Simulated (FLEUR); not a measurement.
# SrFeO3: which magnetic order is lowest

Aim: find out whether SrFeO3 carries moments, and which collinear order costs least.

Calculated with FLEUR MaX-R8.1; LDA (VWN) with U = 5.4 eV, J = 0.9 eV on Fe d; all-electron FLAPW, Dirac cores, scalar-relativistic bands.

The experiments to compare with:

“Neutron diffraction study of spin and charge ordering in SrFeO(3-delta)” (2012, arxiv:1207.0921) reports for SrFeO3, cubic perovskite, by single-crystal neutron diffraction (floating-zone crystal annealed at 5 kbar oxygen, 2 K): moment (ordered Fe4+ moment in helical phase I) 2.96 ± 0.012 μB.

## Step 1: Starting point

It takes space group Pm-3m (No. 221, cubic). Conventional cell: a = 3.829 Å, b = 3.829 Å, c = 3.829 Å, α = 90.00°, β = 90.00°, γ = 90.00°. Sr has 12 O at 2.71 Å nearest. Fe has 6 O at 1.91 Å nearest. O has 2 Fe at 1.91 Å and 4 Sr at 2.71 Å nearest. Farther neighbours and most contacts between anions are not listed.

Coordinates:

```xyz
5
Lattice="3.8288 0.0000 0.0000 0.0000 3.8288 0.0000 0.0000 0.0000 3.8288" Properties=species:S:1:pos:R:3 pbc="T T T"
Sr    0.0000    0.0000    0.0000
Fe    1.9144    1.9144    1.9144
O     0.0000    1.9144    1.9144
O     1.9144    0.0000    1.9144
O     1.9144    1.9144    0.0000
```

The cell comes from a database of computed structures and need not be the stable phase.

## Step 2: Order 1, typed as ferro +

The parallel start comes first: it shows whether parallel moments hold. A Hubbard U acts on the open shell, since semilocal functionals spread its electrons too much.

inpgen writes inp.xml from crystal.txt; cutoffs, mixing, functional, smearing and local orbitals are then set in the file. The k list default-1 (kpts.xml, not shown) is a Γ-centred 6×6×6 mesh; where the ranks do not divide the number of points, some are split in two of half the weight.

inp.xml

```
<?xml version="1.0" encoding="UTF-8" standalone="no"?>
<fleurInput fleurInputVersion="0.39">
   <comment>
      SrFeO3
   </comment>
   <calculationSetup>
      <cutoffs Kmax="4.4" Gmax="13.2" GmaxXC="13.2" numbands="0"/>
      <scfLoop itmax="130" minDistance="0.0001" maxIterBroyd="15" imix="Anderson" alpha="0.05" precondParam="0.0" spinf="2.0" sdNocoIR="T"/>
      <coreElectrons ctail="T" frcor="F" kcrel="0" coretail_lmax="0"/>
      <xcFunctional name="vwn" relativisticCorrections="F"/>
      <magnetism jspins="2"/>
      <soc l_soc="F" theta="0.0" phi="0.0" spav="F"/>
      <expertModes spex="0" secvar="F"/>
      <geometryOptimization l_f="F" forcealpha="1.0" forcemix="BFGS" epsdisp="0.00001" epsforce="0.00001"/>
      <ldaU l_linMix="F" mixParam="0.05" spinf="1.0"/>
   </calculationSetup>
   <cell>
      <bzIntegration valenceElectrons="44.0" mode="hist" fermiSmearingEnergy="0.00183747">
         <kPointListSelection listName="default-1"/>
         <xi:include xmlns:xi="http://www.w3.org/2001/XInclude" href="kpts.xml"> </xi:include>
      </bzIntegration>
      <xi:include xmlns:xi="http://www.w3.org/2001/XInclude" href="sym.xml"> </xi:include>
      <bulkLattice scale="1.0">
         <bravaisMatrix>
            <row-1>    7.2354094514278344     0.0000000000000000     0.0000000000000000</row-1>
            <row-2>    0.0000000000000000     7.2354094514278344     0.0000000000000000</row-2>
            <row-3>    0.0000000000000000     0.0000000000000000     7.2354094514278344</row-3>
         </bravaisMatrix>
      </bulkLattice>
   </cell>
   <atomSpecies>
      <species name="Strontium (Sr)" element="Sr" atomicNumber="38">
         <mtSphere radius="2.8" gridPoints="925" logIncrement="0.014"/>
         <atomicCutoffs lmax="10" lnonsphr="8"/>
         <electronConfig flipSpins="F">
            <coreConfig>(1s1/2) (2s1/2) (2p1/2) (2p3/2) (3s1/2) (3p1/2) (3p3/2) (3d3/2) (3d5/2)</coreConfig>
            <valenceConfig>(4s1/2) (4p1/2) (4p3/2) (5s1/2)</valenceConfig>
         </electronConfig>
         <energyParameters s="5" p="5" d="4" f="4"/>
         <lo type="SCLO" l="0" n="4" eDeriv="0"/>
         <lo type="SCLO" l="1" n="4" eDeriv="0"/>
      </species>
      <species name="Iron (Fe) 4.000" element="Fe" atomicNumber="26">
         <mtSphere radius="2.25" gridPoints="745" logIncrement="0.016"/>
         <atomicCutoffs lmax="8" lnonsphr="6"/>
         <electronConfig flipSpins="F">
            <coreConfig>(1s1/2) (2s1/2) (2p1/2) (2p3/2)</coreConfig>
            <valenceConfig>(3s1/2) (3p1/2) (3p3/2) (4s1/2) (3d3/2) (3d5/2)</valenceConfig>
            <stateOccupation state="(3d3/2)" spinUp="2.0" spinDown="0.4"/>
            <stateOccupation state="(3d5/2)" spinUp="3.0" spinDown="0.6"/>
         </electronConfig>
         <energyParameters s="4" p="4" d="3" f="4"/>
         <ldaU l="2" U="5.4" J="0.9" l_amf="F"/>
         <lo type="SCLO" l="0" n="3" eDeriv="0"/>
         <lo type="SCLO" l="1" n="3" eDeriv="0"/>
      </species>
      <species name="Oxygen (O)" element="O" atomicNumber="8">
         <mtSphere radius="1.27" gridPoints="421" logIncrement="0.025"/>
         <atomicCutoffs lmax="6" lnonsphr="4"/>
         <electronConfig flipSpins="F">
            <coreConfig>(1s1/2)</coreConfig>
            <valenceConfig>(2s1/2) (2p1/2) (2p3/2)</valenceConfig>
            <stateOccupation state="(2p1/2)" spinUp="0.666667" spinDown="0.666667"/>
            <stateOccupation state="(2p3/2)" spinUp="1.333333" spinDown="1.333333"/>
         </electronConfig>
         <energyParameters s="2" p="2" d="3" f="4"/>
      </species>
   </atomSpecies>
   <atomGroups>
      <atomGroup species="Strontium (Sr)">
         <relPos label="                   1">.0000000000 .0000000000 .0000000000</relPos>
         <force calculate="T" relaxXYZ="TTT"/>
      </atomGroup>
      <atomGroup species="Iron (Fe) 4.000">
         <relPos label="                   2">1.000/2.000 1.000/2.000 1.000/2.000</relPos>
         <force calculate="T" relaxXYZ="TTT"/>
      </atomGroup>
      <atomGroup species="Oxygen (O)">
         <relPos label="                   3">.0000000000 1.000/2.000 1.000/2.000</relPos>
         <relPos label="                   4">1.000/2.000 .0000000000 1.000/2.000</relPos>
         <relPos label="                   5">1.000/2.000 1.000/2.000 .0000000000</relPos>
         <force calculate="T" relaxXYZ="TTT"/>
      </atomGroup>
   </atomGroups>
   <output dos="F" band="F" slice="F">
      <bandDOS minEnergy="-.5*Htr" maxEnergy="0.5*Htr" sigma="0.015" storeEVData="T"/>
      <plotting iplot="0" polar="F">
         <plot TwoD="T" vec1="  1.0  0.0  0.0" vec2="  0.0  1.0  0.0" vec3="  0.0  0.0  1.0" zero="  0.0  0.0  0.0" file="plot"/>
      </plotting>
      <moessbauerParams electricFieldGradient="F" isomerShift="F" coreHyperfine="F" valenceHyperfine="F"/>
   </output>
</fleurInput>
```

crystal.txt

```
SrFeO3
&input film=F cartesian=F /
3.82881379330  0.00000000000  0.00000000000
0.00000000000  3.82881379330  0.00000000000
0.00000000000  0.00000000000  3.82881379330
1.8897261246
1.0 1.0 1.0

5
38 0.00000000000  0.00000000000  0.00000000000
26 0.50000000000  0.50000000000  0.50000000000 : 4.000
8 0.00000000000  0.50000000000  0.50000000000
8 0.50000000000  0.00000000000  0.50000000000
8 0.50000000000  0.50000000000  0.00000000000

&kpt div1=6 div2=6 div3=6 gamma=T /
```

Started as:

```console
$ OMP_NUM_THREADS=1 inpgen -f crystal.txt > inpgen.log  # inp.xml is then edited as shown
$ OMP_NUM_THREADS=1 mpirun -n 4 fleur_MPI > fleur.log
```

The log of the run:

```text
Welcome to FLEUR        (www.flapw.de)
      MaX-Release 8.1          (www.max-centre.eu)

 ========== k-point set info ==========
 Selected k-point list: default-1
 k-point list type: mesh
 6 x 6 x 6
 Number of k points: 20

 ------------Calculation Setup---------------------------
 Number of MPI-tasks      :            4
 Number of PE/node        :            4
 Number of OMP-threads    :            1
 k-points in parallel     :            4
 pe's per k-point         :            1
 No of k-point loops      :            5
 Eigenvalue solver        :       lapack
 Number of basis functions:          590
 Approximate size of matrices (H+S) per k-point:         0.005 GB
 --------------------------------------------------------
 no density matrix found ... skipping LDA+U
 Reset of history
 Iteration:     1   Distance:      32.26289173 me/bohr^3
 Iteration:     2   Distance:      26.48248249 me/bohr^3
 Iteration:     3   Distance:      21.14795613 me/bohr^3
 Iteration:     4   Distance:      11.19330548 me/bohr^3
 Iteration:     5   Distance:      13.56532284 me/bohr^3
 Iteration:     6   Distance:       4.14799754 me/bohr^3
 Iteration:     7   Distance:       4.01937187 me/bohr^3
 Iteration:     8   Distance:       3.02076280 me/bohr^3
 Iteration:     9   Distance:       2.55350024 me/bohr^3
 Iteration:    10   Distance:       0.34980380 me/bohr^3
 Iteration:    11   Distance:       0.24693181 me/bohr^3
 Iteration:    12   Distance:       0.06787799 me/bohr^3
 Iteration:    13   Distance:       0.09298758 me/bohr^3
 Iteration:    14   Distance:       0.01426326 me/bohr^3
 Iteration:    15   Distance:       0.01316800 me/bohr^3
 Iteration:    16   Distance:       0.00417016 me/bohr^3
 Iteration:    17   Distance:       0.00376924 me/bohr^3
 Iteration:    18   Distance:       0.00258443 me/bohr^3
 Iteration:    19   Distance:       0.00154941 me/bohr^3
 Iteration:    20   Distance:       0.00063590 me/bohr^3
 Iteration:    21   Distance:       0.00026580 me/bohr^3
 Iteration:    22   Distance:       0.00015430 me/bohr^3
 Iteration:    23   Distance:       0.00002728 me/bohr^3

 ********************************************************************
 Run finished successfully
 Stop message:
   all done
 ********************************************************************

--- out.xml (last complete iteration) ---
<iteration numberForCurrentRun="   23" overallNumber="   23">
         [... left out ...]
         <bandgap value="0.0001330460" units="eV"/>
         <sumValenceSingleParticleEnergies value="-10.5460675271" units="Htr"/>
         <FermiEnergy value="0.4523595140" units="Htr"/>
         <valenceDensity>
            <mtCharges spin="1">
               <mtCharge atomType="1" total="4.1830115" s="1.0323342" p="2.9472134" d="0.1611312" f="0.0308998"/>
               <mtCharge atomType="2" total="9.1884587" s="1.1841171" p="3.2564733" d="4.6597368" f="0.0648097"/>
               <mtCharge atomType="3" total="2.0146184" s="0.6272644" p="1.3851492" d="0.0018784" f="0.0002724"/>
            </mtCharges>
            <mtCharges spin="2">
               <mtCharge atomType="1" total="4.1685744" s="1.0301540" p="2.9445104" d="0.1541054" f="0.0294517"/>
               <mtCharge atomType="2" total="5.5207529" s="1.1606154" p="3.2344022" d="1.0399928" f="0.0626973"/>
               <mtCharge atomType="3" total="1.9343710" s="0.6154889" p="1.3177163" d="0.0009464" f="0.0001928"/>
            </mtCharges>
            <spinDependentCharge spin="1" total="24.0395452" interstitial="4.6242197" mtSpheres="19.4153256"/>
            <spinDependentCharge spin="2" total="19.9604548" interstitial="4.4680144" mtSpheres="15.4924404"/>
            <totalCharge value="44.0000000000"/>
         </valenceDensity>
         [... left out ...]
         <allElectronCharges>
            <spinDependentCharge spin="1" total="46.0395452" interstitial="4.6242327" mtSpheres="41.4153125"/>
            <spinDependentCharge spin="2" total="41.9604548" interstitial="4.4680274" mtSpheres="37.4924273"/>
            <totalCharge value="87.9999999887"/>
         </allElectronCharges>
         <magneticMomentsInMTSpheres units="muBohr">
            <globalMagMoment atomType="1" vec="0.00000   0.00000   0.01444"/>
            <localMagMoment atomType="1" vec="0.00000   0.00000   0.01444"/>
            <globalMagMoment atomType="2" vec="0.00000   0.00000   3.66771"/>
            <localMagMoment atomType="2" vec="0.00000   0.00000   3.66771"/>
            <globalMagMoment atomType="3" vec="0.00000   0.00000   0.08025"/>
            <localMagMoment atomType="3" vec="0.00000   0.00000   0.08025"/>
         </magneticMomentsInMTSpheres>
         <moessbauerParams unitsHFF="kG" unitsIS="e/bohr^3" unitsEFG="Htr/bohr^2">
         </moessbauerParams>
         <totalEnergy value="    -4671.2131032343" units="Htr">
            <sumOfEigenvalues value="    -2695.1898611079">
               <coreElectrons value="-2684.6437935808"/>
               <valenceElectrons value="-10.5460675271"/>
            </sumOfEigenvalues>
            <densityCoulombPotentialIntegral value="-7238.2376024140"/>
            <densityEffectivePotentialIntegral value="-7475.8134709773"/>
            <chargeDenXCDenIntegral value="-179.4706564535"/>
            <FockExchangeEnergyValence value="0.0000000000"/>
            <FockExchangeEnergyCore value="0.0000000000"/>
            <atomTypeDependentContributions atomType="1">
               <electronNucleiInteractionDifferentMTs value="3827.6096123605"/>
               <MadelungTerm value="-21.2111406325"/>
            </atomTypeDependentContributions>
            <atomTypeDependentContributions atomType="2">
               <electronNucleiInteractionDifferentMTs value="1516.5861615468"/>
               <MadelungTerm value="-12.9750600534"/>
            </atomTypeDependentContributions>
            <atomTypeDependentContributions atomType="3">
               <electronNucleiInteractionDifferentMTs value="252.8411765443"/>
               <MadelungTerm value="-22.4056005773"/>
            </atomTypeDependentContributions>
            <dftUCorrection value="-0.3814962715"/>
            <tkbTimesEntropy value="0.0001592101"/>
            <freeEnergy value="-4671.2132624444"/>
            <extrapolationTo0K value="-4671.2131828394"/>
         </totalEnergy>
         <ldaUDensityMatrix>
            <densityMatrixFor spin="1" atomType="2" uIndex="1" l="2" U="5.40000000" J="0.90000000">
               (+0.92199,+0.00000) (+0.00000,+0.00000) (+0.00000,+0.00000) (+0.00000,+0.00000) (-0.04980,+0.00000)
               (+0.00000,+0.00000) (+0.97179,+0.00000) (+0.00000,+0.00000) (+0.00000,+0.00000) (+0.00000,+0.00000)
               (+0.00000,+0.00000) (+0.00000,+0.00000) (+0.87218,+0.00000) (+0.00000,+0.00000) (+0.00000,+0.00000)
               (+0.00000,+0.00000) (+0.00000,+0.00000) (+0.00000,+0.00000) (+0.97179,+0.00000) (+0.00000,+0.00000)
               (-0.04980,+0.00000) (+0.00000,+0.00000) (+0.00000,+0.00000) (+0.00000,+0.00000) (+0.92199,+0.00000)
            </densityMatrixFor>
            <densityMatrixFor spin="2" atomType="2" uIndex="1" l="2" U="5.40000000" J="0.90000000">
               (+0.22366,+0.00000) (+0.00000,+0.00000) (+0.00000,+0.00000) (+0.00000,+0.00000) (+0.07830,+0.00000)
               (+0.00000,+0.00000) (+0.14536,+0.00000) (+0.00000,+0.00000) (+0.00000,+0.00000) (+0.00000,+0.00000)
               (+0.00000,+0.00000) (+0.00000,+0.00000) (+0.30196,+0.00000) (+0.00000,+0.00000) (+0.00000,+0.00000)
               (+0.00000,+0.00000) (+0.00000,+0.00000) (+0.00000,+0.00000) (+0.14536,+0.00000) (+0.00000,+0.00000)
               (+0.07830,+0.00000) (+0.00000,+0.00000) (+0.00000,+0.00000) (+0.00000,+0.00000) (+0.22366,+0.00000)
            </densityMatrixFor>
         </ldaUDensityMatrix>
         <ldaUDensityMatrixConvergence>
            <distance spin="1" distance="0.000000"/>
            <distance spin="2" distance="0.000001"/>
         </ldaUDensityMatrixConvergence>
         <densityConvergence units="me/bohr^3">
            <chargeDensity spin="1" distance="0.0000100673"/>
            <chargeDensity spin="2" distance="0.0000248803"/>
            <overallChargeDensity distance="0.0000263941"/>
            <spinDensity distance="0.0000272783"/>
         </densityConvergence>
      </iteration>
```

Run time: 18 s. Hardware: 4 MPI ranks of AMD EPYC 9R45 (Zen 5), shared host; peak memory 0.33 GiB; 71 s of CPU time.

Spin moment in the muffin-tin sphere by atom:

| atom | spin moment in the muffin-tin sphere (μB) |
| --- | --- |
| Sr1 | 0.01 |
| Fe2 | 3.67 |
| O3 | 0.08 |
| O4 | 0.08 |
| O5 | 0.08 |

Numbers from this step:

```yaml
free_energy: -127110.1883 eV
program_s_band_gap_on_this_mesh_in_a_metal_only_a_level_spacing: 1.33e-4 eV
magnetization: 4.079 μB
final_state: ferromagnetic
```

After 23 cycles the largest moment stands at 3.67 μB.

[end of part 1 of 3]

[Logs and program files are shortened in this print: banners, set-up blocks, solver, clock and traceback lines can be left out without a mark of their own.]

[Logs are printed without paths, hosts, clocks, repeated set-up lines and the standing remarks that a program may print on its own settings, such as how far it seeks lower states.]

[Hosts, paths, dates, database ids (printed as entryN), source tags and the programs' standing remarks are cut or masked in the printed files.]

[Where a cell is said to come from a database of computed structures, the database is the Materials Project.]
